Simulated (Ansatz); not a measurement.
# Amorphous Si2O: valence band and core levels, part 6 of 7

How wide do site differences make the core lines of amorphous Si2O?

Ansatz 0.2.0; DFT, PBEsol, plane-wave PAW, scalar-relativistic; PAW set soft_1.

So far. Step 5 (Dynamics at 300 K): Beyond half the shortest lattice vector, 4.1 Å, g(r) counts periodic images.

**7. Valence states (continued)**

The DOS has structure finer than the step of the table below, so its rows give means over 1 eV, whole bins alone (the curve runs from -24.3 to 4.39 eV). Peaks (eV: height): total -20.4: 25.4, -4.7: 20.0, 2.1: 15.5, 3.9: 14.8; O 2p -11.1: 3.86, -9.9: 3.86, -4.7: 14.1; Si 3p -2.4: 8.10, -1.1: 7.96, 2.1: 9.18, 3.9: 8.38; Si 3s -11.9: 3.63, -11.1: 4.46, -9.9: 3.07, -9.0: 3.43; O 2s -22.4: 4.81, -21.3: 8.67, -20.4: 19.4.

DOS against E, zero at the valence-band maximum; means over each step; values in states/eV/cell:

```csv
E (eV),total,O 2p,Si 3p,Si 3s,O 2s
-23,0.282,0.00126,0.0448,0.0306,0.203
-22,2.39,0.0199,0.356,0.311,1.69
-21,10.7,0.144,1.56,1.28,7.63
-20,6.62,0.0902,1.13,0.298,5.06
-19,0,0,0,0,0
-18,0,0,0,0,0
-17,0,0,0,0,0
-16,0,0,0,0,0
-15,0,0,0,0,0
-14,0,0,0,0,0
-13,3.9e-4,5.2e-5,7.4e-5,2.6e-4,0
-12,3.63,0.638,0.722,2.19,0.0460
-11,7.38,2.60,1.23,3.33,0.154
-10,6.87,2.82,1.38,2.45,0.153
-9,8.37,3.27,2.34,2.51,0.174
-8,8.37,3.77,2.45,1.92,0.149
-7,11.1,5.12,3.92,1.68,0.240
-6,13.5,7.51,4.12,1.44,0.291
-5,17.7,11.7,4.00,1.49,0.257
-4,12.8,7.18,3.50,1.69,0.126
-3,10.00,2.57,5.90,1.20,0.0719
-2,10.3,1.81,7.14,0.939,0.0845
-1,7.88,1.07,5.76,0.701,0.0505
0,2.91,0.249,1.93,0.490,0.0480
1,7.94,0.485,4.76,1.56,0.288
2,12.1,0.675,7.16,2.07,0.387
3,12.4,0.755,6.88,2.02,0.317
```

Sums over each group's atoms; a table of it gives point samples, which can step over narrow peaks. The DOS of the group by E, zero at the valence-band maximum; values in states/eV:

```csv
E (eV),O: O 2p,Si: Si 3p,Si: Si 3s,O: O 2s
-23,0,4.9e-5,3.4e-5,2.2e-4
-22,8.5e-4,0.0292,0.0202,0.132
-21,0.0936,1.12,1.03,5.58
-20,0.0177,0.230,0.0475,1.04
-19,0,0,0,0
-18,0,0,0,0
-17,0,0,0,0
-16,0,0,0,0
-15,0,0,0,0
-14,0,0,0,0
-13,0,0,0,0
-12,0.635,0.932,2.97,0.0487
-11,3.47,1.38,3.99,0.185
-10,3.20,1.56,2.74,0.161
-9,3.96,2.98,3.11,0.219
-8,3.77,2.41,1.99,0.151
-7,5.36,4.18,1.76,0.239
-6,7.56,4.44,1.62,0.318
-5,11.9,4.34,1.55,0.277
-4,7.29,3.54,1.73,0.119
-3,1.91,5.56,0.936,0.0573
-2,1.78,6.94,0.869,0.0891
-1,1.25,6.13,0.739,0.0516
0,0.244,1.72,0.460,0.0304
1,0.565,5.71,1.87,0.351
2,0.757,8.36,2.35,0.435
3,0.737,6.54,1.90,0.302
4,0.809,7.74,1.81,0.331
```

Simulated valence spectra by photon energy, shown to 13 eV, since a deeper line would dwarf them at some energies; the 100 % can be that line's tail at the edge; this run's widths, added to any smearing of the DOS itself: Gaussian 0.2 eV, Lorentzian 0.2 eV plus 0.05 an eV of depth. Table of intensity by binding energy, zero at the valence-band maximum; values in % of the maximum within 13 eV:

```
binding energy (eV)  21.2 eV  60 eV  1486.7 eV  8047.8 eV  9251.7 eV
               -1.0     1.07   1.26       2.75       2.05       2.02
               -0.5     1.52   1.85       4.42       3.29       3.25
                0.0     4.41   6.07       20.2       15.6       15.5
                0.5     8.55   11.9       34.7       24.0       23.7
                1.0     14.5   19.0       45.1       29.1       28.7
                1.5     17.0   21.9       49.9       31.8       31.3
                2.0     21.5   26.7       57.8       37.9       37.4
                2.5     25.3   30.7       66.1       45.9       45.4
                3.0     28.0   32.1       60.8       43.7       43.2
                3.5     44.0   46.9       71.6       55.6       55.2
                4.0     65.4   66.8       79.4       61.3       60.9
                4.5     93.8   94.0       88.3       63.9       63.3
                5.0     95.1   95.5       88.3       61.7       61.0
                5.5     79.5   80.5       81.3       57.5       56.8
                6.0     66.8   69.0       85.0       62.9       62.3
                6.5     56.6   59.4       84.5       64.8       64.3
                7.0     47.9   50.9       83.0       66.6       66.1
                7.5     38.5   41.3       77.3       65.4       65.1
                8.0     36.1   38.9       80.4       71.1       70.8
                8.5     34.4   37.5       85.8       77.9       77.7
                9.0     31.9   35.4       93.2       86.7       86.5
                9.5     26.9   30.1       84.6       80.2       80.0
               10.0     26.2   29.7       89.5       86.5       86.4
               10.5     22.6   27.0       92.9       91.5       91.5
               11.0     19.2   26.5       99.9       99.9       99.9
               11.5        -   19.4       87.3       88.5       88.5
               12.0        -   11.9       64.3       65.8       65.8
               12.5        -   5.76       29.8       29.9       29.9
```

Maxima picked by a test of local sharpness, so broad peaks and shoulders can be missing; peaks within 0.45 eV of a curve's cut are left out. Valence peaks, by row:

```csv
photon energy (eV),binding energy (eV),height (% of the maximum within 13 eV),main shell,its share (%)
21.2,4.738,100,O 2p,97.16
60,20.59,28.01,O 2s,88.14
60,4.738,100,O 2p,91.75
1487,20.59,292.2,O 2s,92.78
1487,10.99,100,Si 3s,83.73
1487,9.038,93.29,Si 3s,75.73
1487,6.138,86.07,Si 3s,53.52
1487,4.738,89.27,Si 3s,50.99
1487,2.438,66.24,Si 3s,51.98
1487,1.238,51.44,Si 3s,47.45
8048,20.64,198.3,O 2s,89.75
8048,11.04,100,Si 3s,93.59
8048,9.038,86.94,Si 3s,90.74
8048,6.888,67.01,Si 3s,83.37
8048,4.388,64.19,Si 3s,84.58
8048,2.538,46.01,Si 3s,84.43
8048,1.188,33.09,Si 3s,82.46
8048,0.638,25.15,Si 3s,83.01
9252,20.64,192.8,O 2s,89.47
9252,11.04,100,Si 3s,93.9
9252,9.038,86.76,Si 3s,91.23
9252,6.888,66.53,Si 3s,84.26
9252,4.388,63.66,Si 3s,85.56
9252,2.538,45.48,Si 3s,85.7
9252,1.188,32.6,Si 3s,83.97
9252,0.638,24.82,Si 3s,84.41
```

The intensity has structure finer than the step of the table below, so its rows give means over 2 eV, whole bins alone (the curve runs from -24.3 to 1.39 eV). Peaks (eV: height): Si K-beta -20.6: 15.3, -2.2: 100.0; Si K-beta, E along x -20.5: 17.8, -2.1: 102; Si K-beta, E along y -20.6: 15.0, -2.6: 91.6; Si K-beta, E along z -2.1: 110; Si L2,3 -21.1: 24.8, -11.0: 99.9.

Shapes are the site's partial DOS without matrix elements, which overweights lines from ligand s bands. Intensity against emission energy less the core level's binding energy, zero at the valence-band maximum; means over each step; 7 of 9 lines; values in % of the unpolarised maximum:

```csv
emission energy less the core level's binding energy (eV),Si K-beta,"Si K-beta, E along x","Si K-beta, E along y","Si K-beta, E along z","Si L2,3",O K,"O K, E along x"
-22,8.05,7.84,8.11,8.22,14.8,0.567,0.600
-20,10.7,12.4,10.5,9.11,12.6,0.771,0.796
-18,2.30,2.52,2.32,2.08,2.09,0.396,0.402
-16,1.51,1.48,1.55,1.49,1.84,0.566,0.568
-14,2.43,2.18,2.55,2.54,4.74,1.25,1.24
-12,11.1,9.31,11.8,12.3,59.7,9.66,9.35
-10,24.3,21.1,25.8,25.9,85.4,25.1,25.3
-8,41.4,38.3,43.5,42.5,66.9,36.3,37.7
-6,59.2,57.7,66.7,53.3,51.9,69.0,72.0
-4,64.4,61.4,68.2,63.5,52.4,66.5,64.4
-2,93.8,95.8,85.3,100,33.2,18.5,16.1
0,35.0,38.3,30.0,36.6,11.7,4.18,3.89
```

Sums over each group's atoms; left-over states aren't shared out by site. Site centres, by row:

| group | element | shell | occupied states | centre of occupied part (eV) | centre up to the window's top (eV) |
| --- | --- | --- | --- | --- | --- |
| Si | Si | 3s | 23.78 | -8.7 | -5.993 |
| Si | Si | 3p | 46.99 | -5.647 | -2.657 |
| O | O | 2s | 16.4 | -19.33 | -17.68 |
| O | O | 2p | 50.52 | -6.134 | -5.687 |

Table of broadened DOS, unweighted empty DOS by E, zero at the valence-band maximum; read off at these points:

```
E (eV)  broadened DOS, unweighted empty DOS (states/eV/cell)
 -0.96                                                     0
 -0.86                                                     0
 -0.66                                                1.0e-4
 -0.56                                                6.2e-4
 -0.46                                               0.00308
 -0.36                                                0.0125
 -0.16                                                 0.120
 -0.06                                                 0.291
  0.04                                                 0.609
  0.24                                                  1.87
  0.34                                                  2.82
  0.44                                                  3.90
  0.64                                                  6.06
  0.74                                                  7.00
  0.84                                                  7.83
  0.94                                                  8.49
  1.14                                                  8.90
  1.24                                                  8.67
  1.34                                                  8.46
  1.54                                                  9.01
  1.64                                                  9.83
  1.74                                                  10.9
  1.94                                                  12.8
  2.04                                                  13.3
  2.14                                                  13.4
  2.24                                                  13.2
  2.44                                                  12.5
  2.54                                                  12.5
  2.64                                                  12.5
  2.84                                                  12.4
  2.94                                                  12.2
  3.04                                                  12.0
  3.24                                                  12.1
  3.34                                                  12.3
  3.44                                                  12.6
  3.54                                                  12.8
  3.74                                                  13.4
  3.84                                                  13.5
```

ELF in the ac plane at fractional y = 0.270, with atoms of Si and O within 0.2 Å of it. It is the smooth field of the valence electrons, not physical close to the nuclei.

Ten even steps from '_' (0.00) to '@' (0.93), each cell a mean:
```
%%%%**--....--++==------**##++--..____..--++**
==++##++----++##++====++##%%**--..____::------
==++%%%%**++##@@%%**++++##%%++::..__..--==----
==##@@@@##**%%@@@@@@##**##**==..____::++**++==
**@@@@@@##==**@@@@@@##**++--::____..--**%%##**
##%%@@@@++====**%%##++--::..______..--**%%%%##
++##%%%%++++++++##++--..____________::==****++
--==**##******##**==..________________..::::::
..::++##%%%%%%##++::__________________________
__..--++######++::____________________________
____..::----::..______________________________
________________::====--..____________________
______________--##%%%%##--______..____________
__..::::____..**%%%%%%%%++....::----::....____
__==****==....**%%****%%**::--++****++==--..__
..**%%%%##--..++%%######++::**%%%%####**++::__
::##@@@@%%**::==%%%%##**----%%@@@@####%%##==..
::**%%@@%%##--::++**==--::==%%@@%%####%%%%**::
::++##%%##**--::--==--....==##%%##++**%%%%**--
::--==++==--==**%%##++::..::++****++**####**==
++--........++%%@@@@**--....--==++========++**
%%**--____..++%%@@@@##==::::::----::....--++##
@@%%++..__..==####**========--::::..__..::**%%
```
Columns run along a (8.2 Å), rows up along c (8.2 Å). Atoms in or near the plane, at fractional coordinates: Si at (0.43, 0.93), Si at (0.24, 0.73), Si at (0.99, 0.87), O at (0.42, 0.35).

Electrostatic potential energy in the ac plane at fractional y = 0.270, with atoms of Si and O within 0.2 Å of it. With pseudopotentials it is smooth inside the atoms' cores, unlike the true potential.

Values in eV, 12 rows by 16 columns, each cell a mean:
```
-21  -5   6   8   5 -13 -23 -19 -19   4   8   8   8   6  -6 -21
-19 -16   2   1   0  -5 -20 -22  -8   6   8   9   8   4 -17 -19
-15  -3 -10 -24 -24 -10   2   4   6   8   9   9   9   7  -1 -15
  6   4 -14 -23 -23 -14   5   8   9   9   9   9   9   8   7   6
  9   7   2  -6  -6   3   8   9   9   9   9   9   9   9   9   9
 10   9   9   8   8   9  10  10  10   9   9   9   9   9  10  10
 10  10  10  10  10   9   1   3   8   9   8   8   9   9   9  10
 10  10   9   9   8  -4 -30 -27   0   6   6   5   5   7   9  10
  8   2 -11   1   1  -8 -19 -12   3   3   0 -11 -10   2   7   8
  5   2  -7   0  -7 -20  -9   2   5   4  -2 -19 -18  -1   6   5
  3   5   7   6   2  -2   0   4   6   7   5   1   1   5   6   3
  3   5   8   8   6   0 -13 -15  -2   6   8   8   8   8   6   3
```
Columns run along a (8.2 Å; values clipped at the 3rd and 97th percentile), rows up along c (8.2 Å). Atoms in or near the plane, at fractional coordinates: Si at (0.43, 0.93), Si at (0.24, 0.73), Si at (0.99, 0.87), O at (0.42, 0.35).

Valence density in the ac plane at fractional y = 0.270, with atoms of Si and O within 0.2 Å of it. It is the smooth field of the valence electrons, not physical close to the nuclei.

Ten steps, logarithmic in the rise over the least value, from '_' (0.0 e/Å³) to '@' (6.3 e/Å³), each cell a mean:
```
====--::....::------::------::..........::--==
--------::::----==--::------::........::------
::--==--------======------::::........::----::
--==================----::::..______..::------
==========--========--::....________..::------
--======--::--====--::....__________....::----
::----==--::------::..________________....::::
..::::------------....____________________....
__....::--------::..__________________________
____....::::::::..____________________________
________............__________________________
______________..::::::....____________________
____________..::==++++--::..__________________
______....__..--**%%%%**--::..........________
__..::--::::::==##@@@@##==::::::::::::..______
..--==++++----++##@@@@##==------------::....__
::==**##**==--==**##**++----========----::....
::==**##**++==--==++==------========----::::::
::--++**++==----------::::::--====--------::::
::--------------====--::::::::----------::::::
--::::::::::::--====--::::::::::::::::::::::--
----::......::--======--::::::::::......::::--
==--::......::--======----::::..........::----
```
Columns run along a (8.2 Å), rows up along c (8.2 Å). Atoms in or near the plane, at fractional coordinates: Si at (0.43, 0.93), Si at (0.24, 0.73), Si at (0.99, 0.87), O at (0.42, 0.35).

Recipe: projected DOS times atomic cross section and asymmetry factor (linear light, 0° from the polarisation), occupied states only, Fermi edge at 300 K, a Lorentzian width of 0.2 eV growing by 0.05 eV per eV of binding energy, and a resolution of 0.2 eV. Curves are cut 10 eV under the photon energy, above any shell that the free atom's threshold puts out of reach, or at the lower edge of the window: 11.2 eV at 21.2 eV, 24.3 eV at 60 eV, 24.3 eV at 1486.7 eV, 24.3 eV at 8047.8 eV and 24.3 eV at 9251.7 eV. Matrix elements of the solid and inelastic losses aren't modelled, nor non-dipole terms, which matter above 3 keV.

How the area divides among the shells (%):

```csv
shell,21.2 eV,60 eV,1486.7 eV,8047.8 eV,9251.7 eV
O 2s,0.0,12.7,47.0,40.3,39.6
O 2p,93.0,71.3,5.0,0.6,0.5
Si 3s,2.8,6.8,39.4,57.4,58.4
Si 3p,4.2,9.3,8.6,1.7,1.5
```

Cross sections used, in Mb an electron:

```csv
shell,21.2 eV,60 eV,1486.7 eV,8047.8 eV,9251.7 eV
O 2s,-,0.41,9.4e-4,7.3e-6,4.8e-6
O 2p,2.7,0.89,6.3e-5,9.4e-8,5.3e-8
Si 3s,0.13,0.15,5.3e-4,7.1e-6,4.8e-6
Si 3p,0.15,0.13,8.8e-5,2.4e-7,1.4e-7
```

The largest force component on a free atom is 0.045 eV/Å, a little over the usual target of 0.03 eV/Å.

(Continued in part 7 of 7.)

[Logs are printed without paths, hosts, clocks, repeated set-up lines and the standing remarks that a program may print on its own settings, such as how far it seeks lower states.]

[Hosts, paths, dates, database ids (printed as entryN), source tags and the programs' standing remarks are cut or masked in the printed files.]

[Maps of the electrostatic potential energy from Ansatz leave out the sawtooth potential of an applied field or a dipole correction, so their vacuum need not be flat; work functions include it.]
